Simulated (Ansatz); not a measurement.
# P on Pt(111): change of the work function, part 4 of 4

Aim: the work function of Pt(111) at several coverages of P (fcc site), and the dipole that each adsorbate carries.

Ansatz 0.2.0; plane-wave DFT, PBE, Ansatz PAW.

So far, work function, upper face (eV): step 2 (the clean slab) 5.70; step 3 (37 atoms, coverage 0.111 ML, cell 3x3) 5.42; step 4 (17 atoms, coverage 0.25 ML, cell 2x2) 5.12; step 5 (18 atoms, coverage 0.5 ML, cell 2x2) 4.95.

**6. The covered slab, k-mesh 12×12×1, coverage 1 ML**

System of this step: PPt4 (P/Pt(111)). The cell holds 5 atoms: 4 Pt and 1 P. Cell: a = 2.772 Å, b = 2.772 Å, c = 26.830 Å, α = 90.0°, β = 90.0°, γ = 60.0°. Vacuum lies along c.

Another coverage, to see how the dipoles act on each other as their distance changes.

Contents of input.yaml:

```yaml
crystal:
  lattice:
    - [2.7718585823, 0.0, 0.0]
    - [1.3859292911, 2.4004999479, 0.0]
    - [0.0, 0.0, 26.8299262904]
  atoms:
    - { symbol: Pt, position: [0.0, 0.0, 0.3354463185] }
    - { symbol: Pt, position: [0.3333333333, 0.3333333333, 0.4198003727] }
    - { symbol: Pt, position: [0.6666666667, 0.6666666667, 0.5057774816] }
    - { symbol: Pt, position: [0.0, 0.0, 0.5928265803] }
    - { symbol: P, position: [0.3333333333, 0.3333333333, 0.6645536815] }
kpoints:
  mp_grid: { grid: [12, 12, 1] }
hamiltonian:
  xc: pbe
scf:
  occupations: { method: fermi_dirac, width: 0.1 }
  convergence: { dr2_threshold: 1.0e-08 }
efield:
  axis: 3
  dipole_correction: true
  ramp_position: 0.97
  ramp_width: 0.06
relax:
  f_tol: 0.02
  max_steps: 60
  constraints: [{ sites: [0, 1] }]
output:
  write_potential: true
  write_density: true
  volumetric_format: npy
```

The run is started by

```sh
ansatz run input.yaml --threads 4 --pin off --max-ram 16384MiB --backend cpu --events-out ev --progress --plain --runs-dir out
```

Numbers of over 12 decimals in the logs are rounded to 6 here.

Log:

```text
[...]
Crystal: 5 atoms, lattice volume = 178.522 Å³
Basis set: ecut = 420 eV, 3497 PW (Γ), exchange–correlation on 40×40×360 points (8 copies of the dense FFT grid, shifted against one another)
Bands: 47, of which v1, the nominal top of the filled ones, is band 39 counted from 1 (38 counted from 0)
Symmetry: 6 space group operations
[...]
--- Relaxed structure (4 steps of the walk, 4 accepted, 0 SCFs on fresh bases) ---
  F+E_penalty+E_count = -50847.06596016 eV   max|allowed force component| = 4.213e-3 eV/Å
  atoms:
[...]
- { symbol: Pt, position: [0.333333, 0.333333, 0.419800] }
    - { symbol: Pt, position: [0.666667, 0.666667, 0.507074] }
[...]
- { symbol: P, position: [0.333333, 0.333333, 0.666434] }
[key lines of the parts left out:]
SCF converged after 9 iterations
Free energy (F): -50847.065960 eV
Fermi energy:    5.798454 eV
Dipole field:    D = 0.035946 V/Å  (p = 0.035463 e·Å, saw-weighted, corrected)
Work function:   Φ+ = 4.6986 eV   Φ− = 5.6631 eV
```

It took 21 s on 4 threads of Arm Neoverse V1, shared host; peak memory 0.52 GiB.

Relaxation path:

| step | energy less that of the first step (eV) | largest force component (eV/Å) |
| --- | --- | --- |
| 1 | 0.0000 | 0.8443 |
| 2 | -0.0208 | 0.2412 |
| 3 | -0.0337 | 0.0967 |
| 4 | -0.0348 | 0.0042 |

The run keeps the 6 symmetry operations that it works with, so distortions that break them were not tested.

The atoms that moved most (Å):

```csv
atom,dx,dy,dz,length
Pt4,0.000,0.000,0.117,0.117
P5,0.000,0.000,0.050,0.050
Pt3,0.000,0.000,0.035,0.035
```

Final coordinates:

```xyz
5
Lattice="2.7719 0.0000 0.0000 1.3859 2.4005 0.0000 0.0000 0.0000 26.8299" Properties=species:S:1:pos:R:3
Pt    0.0000    0.0000    9.0000
Pt    1.3859    0.8002   11.2632
Pt    2.7719    1.6003   13.6048
Pt    0.0000    0.0000   16.0220
P     1.3859    0.8002   17.8804
```

Running mean over 2.263 Å of the planar mean; the ramp of the sawtooth is left out. Electron's electrostatic potential energy less the Fermi level against z:

```
z (Å)  electron's electrostatic potential energy less the Fermi level (eV)
  3.5                                                                 5.66
  4.0                                                                 5.66
  4.5                                                                 5.66
  5.0                                                                 5.66
  5.5                                                                 5.65
  6.0                                                                 5.60
  6.5                                                                 5.41
  7.0                                                                 4.60
  7.5                                                                 1.20
  8.0                                                                -4.97
  8.5                                                                -9.99
  9.0                                                                -11.6
  9.5                                                                -11.9
 10.0                                                                -12.0
 10.5                                                                -12.1
 11.0                                                                -12.1
 11.5                                                                -12.0
 12.0                                                                -11.5
 12.5                                                                -11.2
 13.0                                                                -11.6
 13.5                                                                -12.0
 14.0                                                                -11.7
 14.5                                                                -10.8
 15.0                                                                -10.7
 15.5                                                                -11.9
 16.0                                                                -13.2
 16.5                                                                -14.8
 17.0                                                                -14.8
 17.5                                                                -11.5
 18.0                                                                -8.52
 18.5                                                                -6.26
 19.0                                                                -1.88
 19.5                                                                 2.45
 20.0                                                                 4.19
 20.5                                                                 4.59
 21.0                                                                 4.68
 21.5                                                                 4.69
 22.0                                                                 4.70
 22.5                                                                 4.70
 23.0                                                                 4.70
 23.5                                                                 4.70
```

The relaxation took 4 steps and lowered the energy by 0.035 eV; the largest force on the free atoms ends at 0.0042 eV/Å.

The covered face has 4.70 eV, -1.00 eV against the clean one; the bare back face has moved by -0.01 eV, a measure of how thin the slab is.

**7. Work function against coverage**

This step: plane-wave DFT, PBE, Ansatz PAW; work function against coverage (Ansatz 0.2.0).

The runs are now put side by side.

This step gave:

| Item | Value |
| --- | --- |
| work function of the clean face | 5.703 eV |
| largest change of the work function | -1.004 eV |

The work function of the covered face by coverage:

```
coverage (adsorbates/nm²)  work function of the covered face (eV)
                     0.00                                    5.70
                     1.67                                    5.42
                     3.76                                    5.12
                     7.51                                    4.95
                    15.03                                    4.70
```

The dipole per adsorbate comes from the change of the cell's dipole. Coverage, by row:

| coverage (1/nm²) | coverage (ML) | work function (eV) | change (eV) | dipole per adsorbate, positive end outwards (debye) | mean height of the added atoms over the highest substrate atom (Å) |
| --- | --- | --- | --- | --- | --- |
| 1.67 | 0.1111 | 5.416 | -0.2874 | 0.469 | 1.541 |
| 3.757 | 0.25 | 5.118 | -0.5853 | 0.42 | 1.57 |
| 7.514 | 0.5 | 4.949 | -0.7543 | 0.281 | 1.632 |
| 15.03 | 1 | 4.699 | -1.004 | 0.176 | 1.858 |

**8. Summary of results**

* work function of the clean face: 5.70 eV
* work function at 0.11 ML: 5.42 eV
* work function at 0.25 ML: 5.12 eV
* work function at 0.5 ML: 4.95 eV
* work function at 1 ML: 4.70 eV
* dipole per adsorbate at 0.11 ML, positive end outwards: 0.47 D

**Reading.** P lowers the work function of Pt(111) at the lowest coverage, by 0.29 eV: the adsorbate layer has its positive end outwards. The dipole per adsorbate falls from 0.47 to 0.18 D as the layer fills. Neighbouring dipoles depolarise each other, and heights and bonding change with coverage too. The slab has 4 layers, at the tabulated experimental lattice constant, one starting site was run, and quantum-size effects of a slab this thin can reach one or two tenths of an eV.

[Logs are printed without paths, hosts, clocks, repeated set-up lines and the standing remarks that a program may print on its own settings, such as how far it seeks lower states.]

[Hosts, paths, dates, database ids (printed as entryN), source tags and the programs' standing remarks are cut or masked in the printed files.]

[Maps of the electrostatic potential energy from Ansatz leave out the sawtooth potential of an applied field or a dipole correction, so their vacuum need not be flat; planar profiles and work functions include it.]
